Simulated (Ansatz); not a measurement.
Rows from a G0W0 calculation on P2Ir (P2_1/c) (Ansatz 0.2.0; G0W0 on LDA, plane waves, PAW; 4×2×4 mesh, 391 empty bands, screening to 96 eV, plasmon pole), in eV. Spin-orbit coupling is left out.

```
row      Σx     Σc     Vxc     Z
  A  -19.93   1.60  -18.46  0.80
  B  -17.67  -2.64  -20.94  0.79
  C  -24.74   2.73  -22.28  0.79
  D  -15.55  -3.66  -19.86  0.80
  E  -18.76  -2.85  -22.30  0.79
  F  -12.86  -3.54  -16.90  0.79
```

Q: Which rows are filled states and which are empty ones, and how can one tell?

Filled: A and C. Empty: B, D, E and F. The sign of Σc tells: for a filled state bare exchange, which holds its interaction with itself, lies below Vxc (Σx − Vxc is -1.5 eV or lower here) and screening gives part back as a positive Σc. For an empty state Σx lies above Vxc (+3.3 eV or more) and the Coulomb hole leaves Σc negative.

[Paths, hosts, dates, memory and timing lines, banners, echoed tables and standing remarks are left out of the program output.]

[Logs are printed without paths, hosts, clocks, repeated set-up lines and the standing remarks that a program may print on its own settings, such as how far it seeks lower states.]

[Runs of the session that timed out or met a known fault of the program may be left out.]

[Cells called generated may have been cut or substituted from an entry of the Crystallography Open Database or the Materials Project.]

[Hosts, paths, dates, database ids (printed as entryN), source tags and the programs' standing remarks are cut or masked in the printed files.]
